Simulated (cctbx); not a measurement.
# Reading a Patterson map

Space group Pbam (no. 55), a = 8.9160 Å, b = 9.5710 Å, c = 7.7280 Å, α = 90.00°, β = 90.00°, γ = 90.00°, content Ga8 Mn12 Sc4 Si24.

The data are simulated with cctbx, not measured: Ag Kα, λ = 0.56087 Å, to d = 0.6 Å, 95 % of the full sphere, strongest reflection 70000 counts, noise from counting, a 3 % proportional error and a noise floor of 15 counts (s.d.); no absorption, some extinction.

Patterson synthesis from sharpened amplitudes, origin scaled to 1000:

```text
Patterson group P m m m
      u       v       w   height  length (A)
  0.000   0.000   0.000   1000.0     0.00
  0.000   0.000   0.500    812.9     3.86
  0.153   0.500   0.000    343.2     4.98
  0.246   0.200   0.500    286.8     4.84
  0.151   0.500   0.500    274.2     6.30
  0.246   0.199   0.000    273.6     2.90
  0.086   0.277   0.500    199.8     4.75
  0.500   0.397   0.000    194.0     5.86
  0.500   0.396   0.500    191.3     7.01
  0.500   0.130   0.251    189.6     5.02
  0.086   0.277   0.000    185.8     2.76
  0.316   0.051   0.000    165.1     2.86
  0.500   0.000   0.000    160.9     4.46
  0.500   0.000   0.500    156.0     5.90
```

**Question.** Which atom pairs make the peaks, and where is the heaviest atom?

A peak at u stands for all pairs with xi − xj = u, with weight Σ ZiZj against Σ Z² = 21656 at the origin. Peak heights follow these weights only roughly, since form factors, motion and series ripples differ, all vectors within 0.55 Å of a peak are counted as merged into it though the farther ones add only part of their weight, and F(000) is left out, which lowers the whole map:

| u | v | w | shortest length (Å) | height | 1000 ΣZiZj/ΣZ² | pairs in the cell |
| --- | --- | --- | --- | --- | --- | --- |
| 0.000 | 0.000 | 0.500 | 3.86 | 813 | 846 | 8 × Ga–Ga, 12 × Mn–Mn, 16 × Si–Si |
| 0.153 | 0.500 | 0.000 | 4.98 | 343 | 729 | 8 × Ga–Mn, 4 × Ga–Ga, 4 × Mn–Mn, 12 × Si–Si, 2 × Sc–Sc |
| 0.246 | 0.200 | 0.500 | 4.84 | 287 | 359 | 8 × Ga–Mn, 4 × Sc–Si, 2 × Si–Si |
| 0.151 | 0.500 | 0.500 | 6.30 | 274 | 365 | 4 × Ga–Ga, 4 × Mn–Mn, 8 × Si–Si |
| 0.246 | 0.199 | 0.000 | 2.90 | 274 | 359 | 8 × Ga–Mn, 4 × Sc–Si, 2 × Si–Si |
| 0.086 | 0.277 | 0.500 | 4.75 | 200 | 340 | 4 × Ga–Mn, 4 × Mn–Mn, 6 × Si–Si, 2 × Sc–Si |
| 0.500 | 0.397 | 0.000 | 5.86 | 194 | 232 | 4 × Ga–Ga, 4 × Sc–Si |
| 0.500 | 0.396 | 0.500 | 7.01 | 191 | 178 | 4 × Ga–Ga |
| 0.500 | 0.130 | 0.251 | 5.02 | 190 | 526 | 24 × Mn–Si, 4 × Ga–Sc, 2 × Si–Si |
| 0.086 | 0.277 | 0.000 | 2.76 | 186 | 340 | 4 × Ga–Mn, 4 × Mn–Mn, 6 × Si–Si, 2 × Sc–Si |

The table stops at ten peaks or at a height of 45, below which ripples compete. In the model behind the data Ga, the heaviest element, has 1 independent site: (0.3232, 0.0523, 0.2534), up to an allowed shift of origin; the Ga–Ga vectors are differences of these positions and their symmetry mates. The whole model:

| atom | mult. | x | y | z | Ueq (Å²) |
| --- | --- | --- | --- | --- | --- |
| Ga1 | 8 | 0.3232 | 0.0523 | 0.2534 | 0.0109 |
| Mn1 | 4 | 0 | 0 | 0.2530 | 0.0088 |
| Mn2 | 8 | 0.0804 | 0.2570 | 0.2479 | 0.0111 |
| Sc1 | 4 | 0.6680 | 0.6794 | 0 | 0.0101 |
| Si1 | 4 | 0.8761 | 0.8898 | 0 | 0.0145 |
| Si2 | 4 | 0.8960 | 0.8968 | 1/2 | 0.0184 |
| Si3 | 4 | 0.9555 | 0.6244 | 0 | 0.0140 |
| Si4 | 4 | 0.9549 | 0.6280 | 1/2 | 0.0186 |
| Si5 | 8 | 0.3316 | 0.3187 | 0.3453 | 0.0145 |

The model was made for the exercise: a known structure type with other elements put in, its volume estimated, not relaxed; displacement parameters are assumed.

[Logs are printed without paths, hosts, clocks, repeated set-up lines and the standing remarks that a program may print on its own settings, such as how far it seeks lower states.]
